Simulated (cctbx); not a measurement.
# Lattice, Laue class and space group of a new crystal

Cell: a = 4.3120 Å, b = 4.3120 Å, c = 9.8060 Å, α = 90.00°, β = 90.00°, γ = 90.00°. Expected content of the cell: Sr2 Cl2 S2 Na2.

The data are simulated with cctbx, not measured: Ag Kα, λ = 0.56087 Å, to d = 0.75 Å, 50 % of the full sphere, strongest reflection 20000 counts, noise from counting, a 3 % proportional error and a noise floor of 15 counts (s.d.); no absorption.

A first pass over the reflections prints:

```text
928 reflections to d = 0.751 A
centring   violations  <I/sigma> of those
    A        405 of   461     19.1
    B        415 of   470     19.5
    C        422 of   487     18.2
    I        373 of   457     17.8
    R        540 of   635     17.9
    F        621 of   709     18.9
Laue class    unique    Rint  (classes that these axes allow; Friedel mates merged)
P -1              692   0.022
P 1 2/m 1         473   0.024
P 1 1 2/m         445   0.024
P 2/m 1 1         471   0.023
P m m m           292   0.026
P 4/m             246   0.027
P 4/m m m         174   0.028
space group    extra absences  I>4sigma  <I/sigma>
P 4 2 2                 0          0         -  acentric
P 4 21 2                8          0      -0.1  acentric
P 4 m m                 0          0         -  acentric
P -4 2 m                0          0         -  acentric
P -4 21 m               8          0      -0.1  acentric
P -4 m 2                0          0         -  acentric
P 4/m m m               0          0         -  centric
P 4/n m m :1           26          0      -0.1  centric
P 4/n m m :2           26          0      -0.1  centric
Wilson B = 0.45 A^2   <|E^2-1|> = 0.706 (0.968 centric, 0.736 acentric)   E^2>4: 0.6 %
shell (A)         n   <I/sigma>
 9.81 - 1.50     28     39.4
 1.50 - 1.19     23     32.4
 1.19 - 1.04     21     39.9
 1.04 - 0.95     24     36.8
 0.95 - 0.88     15     29.4
 0.88 - 0.83     22     38.4
 0.83 - 0.79     22     45.9
 0.79 - 0.75     19     29.1
```

**Question.** What are the lattice type, the Laue class and the likely space group?

Every centring test has many violations, so the lattice is primitive.

Rint stays low (0.022 to 0.028) up to P 4/m m m, the highest class in these axes.

9 settings pass the absence test. The most absences obeyed, 26, belong to P 4/n m m alone.

⟨|E²−1|⟩ = 0.706 leans to a non-centrosymmetric structure. Here that hint misleads: the statistic assumes many like atoms on general positions, and few, heavy or special-position atoms break it. The Wilson B of 0.45 Å² means U ≈ 0.0057 Å².

The true group is P4/nmm (no. 129, origin choice 1), Laue class 4/mmm, centrosymmetric. The tables fix it.

The model is made up (kin elements in a known structure type, no relaxation), so it says nothing on whether the phase exists.

[Logs are printed without paths, hosts, clocks, repeated set-up lines and the standing remarks that a program may print on its own settings, such as how far it seeks lower states.]
